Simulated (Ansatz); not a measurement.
# SrBe (hypothetical, Pm-3m): thermal expansion from first principles, part 4 of 4

Aim: the lattice, expansion, heat capacity and bulk modulus of SrBe (hypothetical) as it warms. The compound is hypothetical: it was made by swapping elements on a known structure type.

Ansatz 0.2.0; DFT PBEsol, scalar-relativistic, plane waves, PAW.

So far, principal linear expansion coefficients at 298 K (× 1e-6/K): step 6 (the quasi-harmonic study, q-mesh 2×2×2) 19.2; step 8 (q-mesh 4×4×4) 19.3. Also isothermal bulk modulus at 298 K (GPa): step 6 27.9; step 8 28.1.

## 11. The quasi-harmonic study, pressure 10 GPa, q-mesh 4×4×4

The study relaxes the crystal at several strains, solves the phonons on some of them and minimises the free energy at each temperature (static energy, vibrations, the electrons in a metal, and PV under a set pressure); the q-mesh sets how far the force constants reach.

File input.yaml:

```yaml
crystal:
  lattice:
    - [3.4378035623, 0.0, 0.0]
    - [0.0, 3.4378035623, 0.0]
    - [0.0, 0.0, 3.4378035623]
  atoms:
    - { symbol: Sr, position: [0.5, 0.5, 0.5] }
    - { symbol: Be, position: [0.0, 0.0, 0.0] }
kpoints:
  mp_grid: { grid: [12, 12, 12] }
hamiltonian:
  xc: pbesol
scf:
  occupations: { method: methfessel_paxton, width: 0.2 }
output:
  eigenvalues: true
phonons:
  method: dfpt
  qmesh: [4, 4, 4]
  temperatures: { t_max: 900.0, t_step: 50 }
  thermal_expansion: { pressure: 10.0 }
```

Launch:

```bash
ansatz run input.yaml --threads 4 --pin off --max-ram 8192MiB --backend cpu --events-out ev --progress --plain --runs-dir out
```

Numbers of over 12 decimals in the logs are rounded to 6 here.

What it wrote:

```text
The last accepted step is kept in <dir> (removed where the run ends without a failure and the disk answers)
Engine: ansatz 0.2.0, aarch64-unknown-linux-gnu
Pseudopotentials: kind: paw
Pseudopotential: Sr, paw, valence charge 10, recommended cutoff 420 eV (normal), Sr.paw.azcp
Pseudopotential: Be, paw, valence charge 2, recommended cutoff 420 eV (normal), Be.paw.azcp
Functional definition: PBEsol
  exchange = pbesol_x
  correlation = pbesol_c
Crystal: 2 atoms, lattice volume = 40.630 Å³
Basis set: ecut = 487.2 eV, 1021 PW (Γ), exchange–correlation on 50×50×50 points (8 copies of the dense FFT grid, shifted against one another)
Bands: 10, of which v1, the nominal top of the filled ones, is band 6 counted from 1 (5 counted from 0)
Symmetry: 48 space group operations
Space group: Pm-3m (ITA 221), of the structure as read, at distance tolerance 3.4e-5 Å
k-points: 84 of 1728
Non-local potential: Sr, projectors of the file, l = 0: 3, l = 1: 2, l = 2: 2
Non-local potential: Be, projectors of the file, l = 0: 2, l = 1: 2, l = 2: 1
PAW form: soft (Blöchl's): semilocal exchange-correlation on the pseudo side does not see the compensation charge
PAW frozen core: Sr, regenerated for the run's functional, and the local potential with it (the file was generated under x = pbe(κ = 0.804, μ = 0.219515), c = pbe(β = 0.066725))
PAW frozen core: Be, regenerated for the run's functional, and the local potential with it (the file was generated under x = pbe(κ = 0.804, μ = 0.219515), c = pbe(β = 0.066725))
PAW one-centre angular grid: Sr, 110 points (default); XC on 64 Gauss nodes
PAW one-centre angular grid: Be, 110 points (default); XC on 64 Gauss nodes
Initial density: superposition of atomic densities (neutral atoms: chi_scale 0, normalization atom), corrected by the library's trained network
Initial wavefunctions: pseudopotential atomic-orbital guess
Functional: x = pbesol(κ = 0.804, μ = 0.123457), c = pbesol(β = 0.046)
SCF iter   1: F=—  HF=-3581.221265 eV  |F-HF|=—  |Δ(HF+E_count)|=         —  Δρ=1.87e-3  dr2=1.50e-3  ethr=1.77e-3  ⟨swp⟩=6.0  Hψ=6530  notcnv=0
preconditioner: auto → none  [metal: Δε(μ)=0.048 eV  Ē_g=14.008 eV  σ=0.200 eV  W_gap=0.20  n_scr=6 (ndim 8)  ℏωp=18.4 eV  f_vac=0.000  D(μ)=0.92/eV (n_scr^D=6)  sad-step TF]
SCF iter   2: F=—  HF=-3581.221097 eV  |F-HF|=—  |Δ(HF+E_count)|=   1.67e-4  S|Δr|=    0.00e0  Δρ=1.22e-3  dr2=7.61e-4  ethr=1.25e-5  ⟨swp⟩=2.2  Hψ=1859  notcnv=0
SCF iter   3: F=—  HF=-3581.220950 eV  |F-HF|=—  |Δ(HF+E_count)|=   1.47e-4  S|Δr|=    0.00e0  Δρ=5.65e-4  dr2=1.45e-4  ethr=6.34e-6  ⟨swp⟩=2.7  Hψ=1348  notcnv=0
SCF iter   4: F=—  HF=-3581.220901 eV  |F-HF|=—  |Δ(HF+E_count)|=   4.93e-5  S|Δr|=    0.00e0  Δρ=2.81e-4  dr2=2.93e-5  ethr=1.21e-6  ⟨swp⟩=2.1  Hψ=1030  notcnv=0
[...]
Free energy (F): -3581.220823 eV
Harris-Foulkes:  -3581.220823 eV  (|F-HF|=0.00e0)
Internal energy: -3581.222464 eV  (E = F + TS)
E sigma→0 (E₀):  -3581.221233 eV
Entropy (-TS):   0.001640 eV (0.820 meV/atom)
Fermi energy:    8.435765 eV
--- Per-component energies (eV) ---
  E_band       = -75.929827
  E_kinetic    = 265.892252
  E_local      = -631.254795  (includes V_loc(G=0)·N_el)
  E_nonlocal   = 209.491885
  E_hartree    = 152.461938
  E_xc         = -190.938450
  E_vxc        = -182.002712  (∫ρ·V_xc dr)
  E_paw        = -2701.852647  (= ΣΔE_a)
  E_vpaw       = -42.980343  (= ΣTr[D̂ρ^β])
  E_aug_tail   = -0.000001  (compensation charges beyond the density's cutoff)
  E_ewald      = -685.166525
  E_core_change = 0.143879  (= ΣΔE_core)
  E_smearing   = 0.001640  (= −TS)
  E_closure    = -0.000000  (closes the sum)
  Σ components = -3581.220823   (vs F -3581.220823, Δ=0.00e0)
--- Forces (eV/Å), atoms counted from 1 ---
  atom   1  Sr     0.00000000    -0.00000000    -0.00000000
  atom   2  Be    -0.00000000     0.00000000     0.00000000
  max |Σ_I F_I| component: 1.05e-29 eV/Å
--- Stress (GPa, compression-positive) ---
        9.991895       0.000000       0.000000
        0.000000       9.991895       0.000000
        0.000000       0.000000       9.991895
  P = ⅓ Tr σ = 9.9919 GPa (99.919 kbar)
--- Band table (eV; the first three rows and the last of 84) ---
  k-point 0: bands = ["-26.1948", "-7.9611", "-7.9611", "-7.9611", "2.8545", "9.5479", "9.5479", "12.6972", "12.6972", "12.6972"]
  k-point 1: bands = ["-26.1895", "-8.0292", "-7.9547", "-7.9547", "2.9759", "9.4887", "9.6071", "12.5096", "12.5096", "12.7157"]
  k-point 2: bands = ["-26.1750", "-8.2098", "-7.9373", "-7.9373", "3.3198", "9.2060", "9.7784", "12.0705", "12.0705", "12.9669"]
  k-point 83: bands = ["-25.9653", "-8.5533", "-8.5533", "-8.5533", "6.8533", "6.8533", "6.8533", "9.4192", "15.9876", "15.9876"]
── thermal expansion: 3 new cells, 3 in all ──
thermal expansion: relaxation of cell 2
thermal expansion: relaxation of cell 3
── thermal expansion: 2 new cells, 5 in all ──
thermal expansion: relaxation of cell 4
thermal expansion: lower-state search of cell 4
thermal expansion: electrons of cell 4
thermal expansion: phonons of cell 4
WARN: thermal expansion: vibrations_at_or_below_zero in the phonons of 1 cell: 4
this run last wrote the structure of step 1 to <dir>
--- Relaxed structure (1 steps of the walk, 1 accepted, 0 SCFs on fresh bases) ---
  F+E_penalty+E_count = -3581.22082329 eV   max|allowed force component| = 5.276e-30 eV/Å
  atoms:
    - { symbol: Sr, position: [0.5, 0.5, 0.5] }
    - { symbol: Be, position: [0.0, 0.0, 0.0] }
--- Thermal expansion: 5 cells in 2 rounds, 10 GPa ---
  no lower state was reached at cell 4; its state was not examined: fill_not_monotonic
  not told: vibrations stand at or below zero in cell 4 (0.094 modes a cell, the lowest at -75.2 cm⁻¹): the crystal is at no minimum there, or its k-points are too few: type the crystal that it becomes, another pressure, or a denser kpoints.mp_grid, in a new run
  vibrations_at_or_below_zero in the phonons of 1 cell: 4
Error: vibrations stand at or below zero in cell 4 (0.094 modes a cell, the lowest at -75.2 cm⁻¹): the crystal is at no minimum there, or its k-points are too few: type the crystal that it becomes, another pressure, or a denser kpoints.mp_grid, in a new run
[key lines of the parts left out:]
SCF converged after 9 iterations
```

Elapsed: 3.2 min, on 4 threads of Arm Neoverse V2, shared host; peak memory 1.4 GiB; 12 min of CPU time.

The run ended with an error.

The program's message: “vibrations stand at or below zero in cell 4 (0.094 modes a cell, the lowest at -75.2 cm⁻¹): the crystal is at no minimum there, or its k-points are too few: type the crystal that it becomes, another p …”

## 12. Results

```
settings of these figures                        : PBEsol, 487.2 eV, k 12×12×12, q 4×4×4
volume expansion coefficient at 298 K            : 57.94 1e-6/K
C_P at 298 K                                     : 24.36 J/mol-atom/K
entropy at 298 K                                 : 36.1 J/mol-atom/K
isothermal bulk modulus at 298 K                 : 28.14 GPa
Grüneisen parameter at 298 K                     : 1.058
volume at 298 K                                  : 25.77 Å³/atom
principal linear expansion coefficients at 298 K : 19.31, 19.31, 19.31 1e-6/K
```

Near room temperature SrBe (hypothetical) expands by 57.9 × 10⁻⁶/K in volume by PBEsol, with C_P = 24.4 J/(mol K) per mole of atoms and B_T = 28.1 GPa. Between 298.15 and 900 K the bulk modulus falls by 24 % and the Grüneisen parameter grows; in this range the quasi-harmonic approximation, which lacks anharmonicity at fixed volume, tends to overshoot. C_P at room temperature is 98 % of the classical 3R an atom. In this metal the study includes the electrons' free energy, which adds a term that grows with temperature, so the heat capacities need not level off at 3R. Changing the q-mesh moves the volume expansion at 298 K between 57.6 and 57.9 × 10⁻⁶/K, while the CPU time spans a factor of 5.0. The study on the 4×4×4 q-mesh at 10 GPa stopped because modes went imaginary in one of its cells, a sign that the phase is near an instability or that the meshes are too coarse for it. The PAW files were made for PBE and are used here under another functional, for which the program regenerates the frozen cores.

[Logs are printed without paths, hosts, clocks, repeated set-up lines and the standing remarks that a program may print on its own settings, such as how far it seeks lower states.]

[Hosts, paths, dates, database ids (printed as entryN), source tags and the programs' standing remarks are cut or masked in the printed files.]

[A step with changed settings may run another functional than the one named; its input shows which.]

[Pressures of single members of a volume series are the stress at the run's cutoff; with an incomplete basis they can lie off −dE/dV of the same runs, and they are not shown converged.]
